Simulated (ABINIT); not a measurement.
**Quasiparticle gap of CdTe (F-43m) in ABINIT**

Wanted: ground state, empty states, screening and self-energy for CdTe (F-43m).

Calculated with ABINIT 10.8.3; PBE and many-body steps on it, plane waves.

**The experiments to reproduce.**

- Gap 1.32 ± 0.02 eV: direct optical gap from Tauc analysis, 2.5 h deposition; UV-vis diffuse reflectance; film (electrodeposited 2.5 h on FTO, nearly stoichiometric) (“Electrodeposition of CdTe Thin Films for Solar Energy Water Splitting”, 2020, pmc:7177234).

- Gap 1.592 eV: near-band-edge L1 bound-exciton energy extrapolated to 0 K (Varshni), slightly below the true gap; temperature-dependent photoluminescence; 0 K; bulk crystal (vertical Bridgman single crystal) (“Photoluminescence characteristics of Cd1-xMnxTe single crystals grown by the vertical Bridgman method”, 2012, pmc:3275455).

- Gap 1.48 ± 0.02 eV: direct optical gap from Tauc analysis, 1.5 h deposition; UV-vis diffuse reflectance; film (electrodeposited 1.5 h on FTO, Te-rich) (“Electrodeposition of CdTe Thin Films for Solar Energy Water Splitting”, 2020, pmc:7177234).

Most raw output is cut from this account.

**1. Set-up**

The structure is cubic, space group F-43m (No. 216). Conventional cell: a = 6.480 Å, b = 6.480 Å, c = 6.480 Å, α = 90.00°, β = 90.00°, γ = 90.00°. Nearest to Cd lie 4 Te at 2.81 Å. Nearest to Te lie 4 Cd at 2.81 Å. Farther neighbours and most contacts between anions are not listed.

The cell and positions come from the Crystallography Open Database and are kept as given unless a step says otherwise. Spin-orbit coupling is left out unless a step names it.

**2. Ground state**

This step: ABINIT 10.8.3; DFT, PBE, plane waves, norm-conserving pseudopotentials.

The ground-state density comes first.

run.abi reads:

```
acell 3*1.0 Angstrom
rprim 
  0.000000000000 3.240000000000 3.240000000000
  3.240000000000 0.000000000000 3.240000000000
  3.240000000000 3.240000000000 0.000000000000
ntypat 2
znucl 48 52
natom 2
typat 1 2
xred 
  0.000000000000 0.000000000000 0.000000000000
  0.250000000000 0.250000000000 0.250000000000
pp_dirpath "pseudos"
pseudos "Cd.upf, Te.upf"
ecut 47
ngkpt 6 6 6
nshiftk 1
shiftk 0 0 0
kptopt 1
chksymbreak 0
nband 27
occopt 1
tolvrs 1e-10
nstep 60
prtwf 0
optforces 0
optstress 0
indata_prefix "in"
outdata_prefix "out"
tmpdata_prefix "tmp"
```

Started as:

```sh
$ OMP_NUM_THREADS=1 mpirun -n 4 abinit run.abi > log
```

It took 42 s on 4 MPI ranks of Arm Neoverse V1, shared host; peak memory 0.47 GiB.

This step gave:

```yaml
total_energy: -12400.0638 eV
gap: 0.7704 eV
k_of_the_valence_top: 0, 0, 0
k_of_the_conduction_bottom: 0, 0, 0
least_direct_gap: 0.7704 eV
```

The gap is direct, at Γ.

**3. Bands along the symmetry lines**

Levels along a band path, at the cheap level, show where the edges lie and whether the meshes to come will hold them.

run.abi reads:

```
acell 3*1.0 Angstrom
rprim 
  0.000000000000 3.240000000000 3.240000000000
  3.240000000000 0.000000000000 3.240000000000
  3.240000000000 3.240000000000 0.000000000000
ntypat 2
znucl 48 52
natom 2
typat 1 2
xred 
  0.000000000000 0.000000000000 0.000000000000
  0.250000000000 0.250000000000 0.250000000000
pp_dirpath "pseudos"
pseudos "Cd.upf, Te.upf"
ecut 47
iscf -2
irdden 1
kptopt 0
nkpt 50
kpt 
  0.00000000 0.00000000 0.00000000
  -0.06250000 -0.06250000 0.00000000
  -0.12500000 -0.12500000 0.00000000
  -0.18750000 -0.18750000 0.00000000
  -0.25000000 -0.25000000 0.00000000
  -0.31250000 -0.31250000 0.00000000
  -0.37500000 -0.37500000 0.00000000
  -0.43750000 -0.43750000 0.00000000
  -0.50000000 -0.50000000 0.00000000
  -0.48437500 -0.48437500 0.03125000
  -0.46875000 -0.46875000 0.06250000
  -0.45312500 -0.45312500 0.09375000
  -0.43750000 -0.43750000 0.12500000
  -0.42187500 -0.42187500 0.15625000
  -0.40625000 -0.40625000 0.18750000
  -0.39062500 -0.39062500 0.21875000
  -0.37500000 -0.37500000 0.25000000
  -0.37500000 0.00000000 0.37500000
  -0.32812500 0.00000000 0.32812500
  -0.28125000 0.00000000 0.28125000
  -0.23437500 0.00000000 0.23437500
  -0.18750000 0.00000000 0.18750000
  -0.14062500 0.00000000 0.14062500
  -0.09375000 0.00000000 0.09375000
  -0.04687500 0.00000000 0.04687500
  0.00000000 0.00000000 0.00000000
  0.00000000 0.00000000 0.06250000
  0.00000000 0.00000000 0.12500000
  0.00000000 0.00000000 0.18750000
  0.00000000 0.00000000 0.25000000
  0.00000000 0.00000000 0.31250000
  0.00000000 0.00000000 0.37500000
  0.00000000 0.00000000 0.43750000
  0.00000000 0.00000000 0.50000000
  -0.06250000 -0.03125000 0.46875000
  -0.12500000 -0.06250000 0.43750000
  -0.18750000 -0.09375000 0.40625000
  -0.25000000 -0.12500000 0.37500000
  -0.31250000 -0.15625000 0.34375000
  -0.37500000 -0.18750000 0.31250000
  -0.43750000 -0.21875000 0.28125000
  -0.50000000 -0.25000000 0.25000000
  -0.50000000 -0.28125000 0.21875000
  -0.50000000 -0.31250000 0.18750000
  -0.50000000 -0.34375000 0.15625000
  -0.50000000 -0.37500000 0.12500000
  -0.50000000 -0.40625000 0.09375000
  -0.50000000 -0.43750000 0.06250000
  -0.50000000 -0.46875000 0.03125000
  -0.50000000 -0.50000000 0.00000000
istwfk *1
nband 29
nbdbuf 2
tolwfr 1e-08
nstep 40
prtwf 0
prtvol 0
indata_prefix "in"
outdata_prefix "out"
tmpdata_prefix "tmp"
```

Elapsed: 53 s, on 4 MPI ranks; peak memory 0.45 GiB; 3.6 min of CPU time.

This step gave:

```yaml
gap: 0.7704 eV
k_of_the_valence_top: 0, 0, 0
k_of_the_conduction_bottom: 0, 0, 0
least_direct_gap: 0.7704 eV
```

The gap is 0.770 eV, as in the run before at this level.

The electronic bands at the labelled points (eV, zero at the top of the highest filled band):

```
    point  band 19  band 20  band 21  band 22  band 23  band 24  band 25  band 26
        Γ    -8.03     0.00     0.00     0.00     0.77     4.62     4.62     4.62
  halfway    -8.00    -2.66    -1.08    -1.08     2.95     3.34     6.49     6.49
        X    -7.53    -4.30    -1.86    -1.86     2.62     2.68     8.83     9.15
  halfway    -7.51    -4.27    -2.15    -1.78     2.72     3.25     8.10     8.50
        U    -7.49    -4.20    -2.55    -1.54     2.91     4.53     7.36     7.48
jump to K    -7.49    -4.20    -2.55    -1.54     2.91     4.53     7.36     7.48
  halfway    -7.96    -3.01    -1.49    -0.45     2.83     4.90     5.33     5.46
        Γ    -8.03     0.00     0.00     0.00     0.77     4.62     4.62     4.62
  halfway    -8.03    -2.72    -0.43    -0.43     1.99     5.17     5.17     5.37
        L    -7.67    -4.42    -0.77    -0.77     1.82     5.21     5.21     7.07
  halfway    -7.58    -4.23    -2.06    -1.26     3.24     4.61     5.99     7.21
        W    -7.45    -4.18    -2.32    -2.19     4.26     4.69     5.57     6.32
  halfway    -7.49    -4.24    -2.10    -2.04     3.32     3.32     7.47     7.56
        X    -7.53    -4.30    -1.86    -1.86     2.62     2.68     8.83     9.15
```

**4. Empty states on the mesh, 4×4×4 mesh, 111 bands**

The sums over transitions need many empty states on a uniform mesh; this step solves for them.

run.abi reads:

```
acell 3*1.0 Angstrom
rprim 
  0.000000000000 3.240000000000 3.240000000000
  3.240000000000 0.000000000000 3.240000000000
  3.240000000000 3.240000000000 0.000000000000
ntypat 2
znucl 48 52
natom 2
typat 1 2
xred 
  0.000000000000 0.000000000000 0.000000000000
  0.250000000000 0.250000000000 0.250000000000
pp_dirpath "pseudos"
pseudos "Cd.upf, Te.upf"
ecut 47
ngkpt 4 4 4
nshiftk 1
shiftk 0 0 0
kptopt 1
chksymbreak 0
iscf -2
irdden 1
istwfk *1
nband 111
nbdbuf 10
tolwfr 1e-09
nstep 60
prtvol 0
indata_prefix "in"
outdata_prefix "out"
tmpdata_prefix "tmp"
```

Wall time 58 s (4 MPI ranks); peak memory 0.42 GiB; 3.8 min of CPU time.

Numbers from this step:

* gap: 0.7704 eV
* k of the valence top: 0, 0, 0
* k of the conduction bottom: 0, 0, 0
* least direct gap: 0.7704 eV
* k points computed: 8
* lowest point of the top converged band, above the valence top: 55.8176 eV

On this mesh the gap is 0.770 eV.

**5. Screening, 4×4×4 mesh, 101 bands, screening to 108.8 eV**

The RPA dielectric matrix is built and inverted for each q.

This step: RPA screening on PBE, plane waves, norm-conserving pseudopotentials.

run.abi, as its differences from that of step 4:

```diff
@@ -20,10 +20,11 @@
 chksymbreak 0
-iscf -2
-irdden 1
 istwfk *1
-nband 111
-nbdbuf 10
-tolwfr 1e-09
-nstep 60
-prtvol 0
+occopt 1
+irdwfk 1
+optdriver 3
+nband 101
+ecuteps 4
+inclvkb 2
+awtr 1
+symchi 1
 indata_prefix "in"
```

The job ended after 80 s (4 MPI ranks; peak memory 1.6 GiB; 5.4 min of CPU time).

This step gave:

| Item | Value |
| --- | --- |
| ε∞ with local fields, on this mesh, along the program's q direction | 25.81 |
| the same without local fields | 27.04 |
| plasma frequency | 29.86 eV |
| plane waves in the screening matrix | 169 |

Local fields lower ε∞ by 5 %.

**6. Self-energy, 4×4×4 mesh, 101 bands, screening to 108.8 eV**

The self-energy is evaluated for the states that the input lists, and the levels follow from it, in one-shot runs by the linearised quasiparticle equation.

This step: G0W0 on PBE, plane waves, norm-conserving pseudopotentials.

run.abi, as its differences from that of step 5:

```diff
@@ -23,8 +23,15 @@
 irdwfk 1
-optdriver 3
+optdriver 4
 nband 101
+gwcalctyp 0
+ecutsigx 47
+symsigma 1
+nkptgw 1
+kptgw 
+  0.0000000000 0.0000000000 0.0000000000
+bdgw 
+  20 26
 ecuteps 4
-inclvkb 2
-awtr 1
-symchi 1
+irdscr 1
+ppmodel 1
 indata_prefix "in"
```

Wall time 6.8 s (4 MPI ranks); peak memory 1.1 GiB.

This step gave:

```
G0W0 gap on the points computed              : 1.521 eV
starting gap on the mesh                     : 0.7704 eV
k of the valence top                         : 0, 0, 0
k of the conduction bottom                   : 0, 0, 0
Z at the valence top                         : 0.8
Z at the conduction bottom                   : 0.812
least direct G0W0 gap on the computed points : 1.521 eV
```

The gap on the mesh goes from 0.77 eV to 1.52 eV, a correction of +0.75 eV.

Limits: finite bands, cutoff and mesh; no spin-orbit coupling; coarse k mesh. v1 is the top filled band, c1 the lowest empty one. The levels before and after the correction (eV, zero at the valence-band top of each column):

```
           conduction bottom  valence top
Kohn-Sham               0.77         0.00
     G0W0               1.52         0.00
```

```
             level  energy (eV)
Kohn-Sham  Γ v3-v1        0.000
Kohn-Sham     Γ c1        0.770
Kohn-Sham  Γ c2-c4        4.622
     G0W0  Γ v3-v1        0.000
     G0W0     Γ c1        1.521
     G0W0  Γ c2-c4        5.235
```

**7. Where the time went**

Times are wall times on 4 MPI ranks of Arm Neoverse V1, shared host, good to a factor of about two.

```
                          step   time  share  memory (GiB)
                  ground state   42 s   17 %          0.47
bands along the symmetry lines   53 s   22 %          0.45
      empty states on the mesh   58 s   24 %          0.42
                     screening   80 s   33 %           1.6
                   self-energy  6.8 s    3 %           1.1
```

**8. Summary of results**

```json
{"PBE gap": "0.77 eV, direct", "G0W0 gap on the mesh": "1.52 eV", "GW settings": "4×4×4 mesh, 101 bands, screening to 108.8 eV, Godby-Needs plasmon pole", "known limits": "not at the basis limit; mesh may overstate the screening; no spin-orbit coupling; coarse k mesh"}
```

**Reading.** G0W0 moves the gap on the mesh from 0.77 eV to 1.52 eV (+0.75 eV), with Z of 0.80 and 0.81 at the edges. Local fields lower the RPA ε∞ on this mesh from 27.04 to 25.81. Only 1 of the mesh's irreducible points was corrected, so a valley elsewhere could overtake. Against experiment, by G0W0@PBE: the direct gap of 1.52 eV lies +0.20 eV from the measured 1.32 ± 0.02 eV (direct, 2020); the direct gap of 1.52 eV lies −0.07 eV from the measured 1.592 eV (exciton, 0 K, 2012); the direct gap of 1.52 eV lies +0.04 eV from the measured 1.48 ± 0.02 eV (direct, 2020). An exciton line or allowed optical edge lies below the quasiparticle gap by the binding energy; a forbidden edge can push the onset above it. The calculation has static nuclei and no excitons; a measured gap holds zero-point and thermal motion, which mostly lowers it. With atoms this heavy the missing spin-orbit coupling can matter too. Bands and cutoff are finite, so the gap is not at the basis limit. The miss can reach some tenths of an eV and take either sign; the mesh is an error of its own. In the G0W0 run levels were corrected at 1 k point alone, so a gap called «on the mesh» is the least over those, and an edge elsewhere would be missed. The 4×4×4 mesh is coarse for this cell, which bears on the long-range parts of exchange and screening. The RPA ε∞ on this mesh reaches over 25; with a narrow direct gap a coarse mesh can overstate it, and the correction is then too small.

[Paths, hosts, dates, memory and timing lines, banners, echoed tables and standing remarks are left out of the program output.]

[Logs are printed without paths, hosts, clocks, repeated set-up lines and the standing remarks that a program may print on its own settings, such as how far it seeks lower states.]

[Runs of the session that timed out or met a known fault of the program may be left out.]

[Hosts, paths, dates, database ids (printed as entryN), source tags and the programs' standing remarks are cut or masked in the printed files.]

[G0W0 gaps are taken among the corrected bands and points alone; a level outside them can change the order at an edge.]

[Where Ansatz stands beside ABINIT at settings called matched, ABINIT's density can come from a denser mesh and the files from another edition; pairs whose starting gaps differed by over 0.03 eV were left out, so agreement reads better than it is.]
